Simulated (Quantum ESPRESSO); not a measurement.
Consider Ca3GeN (Pm-3m).

```
Ge Ca N
1.0
     4.75730    0.00000    0.00000
     0.00000    4.75730    0.00000
     0.00000    0.00000    4.75730
Ge Ca N
1 3 1
Direct
  0.00000 0.00000 0.00000
  0.50000 0.50000 0.00000
  0.50000 0.00000 0.50000
  0.00000 0.50000 0.50000
  0.50000 0.50000 0.50000
```

Absorber: atom 5, with 6 Ca at 2.38 Å (octahedral, site symmetry m-3m). Method: Quantum ESPRESSO XSpectra, LDA, excited-electron core hole (neutral cell), 10-atom cell with 6.7 Å between holes, 6×6×6 k points, dipole transitions, Lorentzian half width 0.3 eV up to 4 eV, rising linearly to 2.5 eV at 25 eV.

Q: What does the N K edge look like?

Main maxima up to 24 eV above the zero (height): 2.9 eV (1.56), 4.6 eV (1.57), 6.4 eV (1.99) and 16.3 eV (0.84). A K edge sees empty p states on the absorber. The total-energy difference is 398.03 eV. One term is added: -7.76 eV, since the hole is spin-paired here and a spin-polarised one costs that much less in the free atom (computed apart). The photon energy is then 390.27 eV. The functional leaves an error in such absolute values: in the free atom LDA prices this hole 3.5 eV below PBE (computed apart), and PBE is itself good to a few eV.

The N K spectrum (energy from the energy zero of the input (xe0, at the border of filled and empty states); intensity scaled to a mean of 1 over the first 20 eV; the points at xe0, where the cut of filled states can leave a spike, are interpolated):

| E (eV) | intensity |
| --- | --- |
| -2.0 | 0.03 |
| -1.5 | 0.04 |
| -1.0 | 0.05 |
| -0.5 | 0.07 |
| 0.0 | 0.13 |
| 0.5 | 0.14 |
| 1.0 | 0.14 |
| 1.5 | 0.22 |
| 2.0 | 0.50 |
| 2.5 | 1.24 |
| 3.0 | 1.56 |
| 3.5 | 1.26 |
| 4.0 | 1.11 |
| 4.5 | 1.54 |
| 5.0 | 1.39 |
| 5.5 | 1.31 |
| 6.0 | 1.78 |
| 6.5 | 1.98 |
| 7.0 | 1.87 |
| 7.5 | 1.75 |
| 8.0 | 1.62 |
| 8.5 | 1.61 |
| 9.0 | 1.58 |
| 9.5 | 1.39 |
| 10.0 | 1.10 |
| 10.5 | 0.86 |
| 11.0 | 0.75 |
| 11.5 | 0.71 |
| 12.0 | 0.69 |
| 12.5 | 0.69 |
| 13.0 | 0.71 |
| 13.5 | 0.72 |
| 14.0 | 0.73 |
| 14.5 | 0.75 |
| 15.0 | 0.78 |
| 15.5 | 0.81 |
| 16.0 | 0.84 |
| 16.5 | 0.84 |
| 17.0 | 0.82 |
| 17.5 | 0.80 |
| 18.0 | 0.77 |
| 18.5 | 0.75 |
| 19.0 | 0.75 |
| 19.5 | 0.75 |
| 20.0 | 0.75 |
| 20.5 | 0.75 |
| 21.0 | 0.76 |
| 21.5 | 0.77 |
| 22.0 | 0.79 |
| 22.5 | 0.80 |
| 23.0 | 0.80 |
| 23.5 | 0.81 |
| 24.0 | 0.81 |
| 24.5 | 0.81 |
| 25.0 | 0.82 |
| 25.5 | 0.82 |
| 26.0 | 0.81 |
| 26.5 | 0.81 |
| 27.0 | 0.80 |
| 27.5 | 0.78 |
| 28.0 | 0.77 |
| 28.5 | 0.77 |
| 29.0 | 0.76 |
| 29.5 | 0.75 |
| 30.0 | 0.74 |
| 30.5 | 0.73 |
| 31.0 | 0.72 |
| 31.5 | 0.71 |
| 32.0 | 0.70 |

Lifetime broadening is put in by hand, and intensities beyond about 20 eV depend on it and on the partial waves. The structure is a published determination, not relaxed.

[Banner, clock and machine lines of the logs are left out without a mark of their own.]

[Logs are printed without paths, hosts, clocks, repeated set-up lines and the standing remarks that a program may print on its own settings, such as how far it seeks lower states.]

[Hosts, paths, dates, database ids (printed as entryN), source tags and the programs' standing remarks are cut or masked in the printed files.]

[Lists of maxima count a maximum above −3 eV only where it reaches 4 % of the highest in the window and stands out from its surroundings by 2 % of it (1.5 % where it reaches 55 %); shoulders and weaker maxima are passed over, and of the rest the first, up to two pre-edge ones and the few strongest are named.]
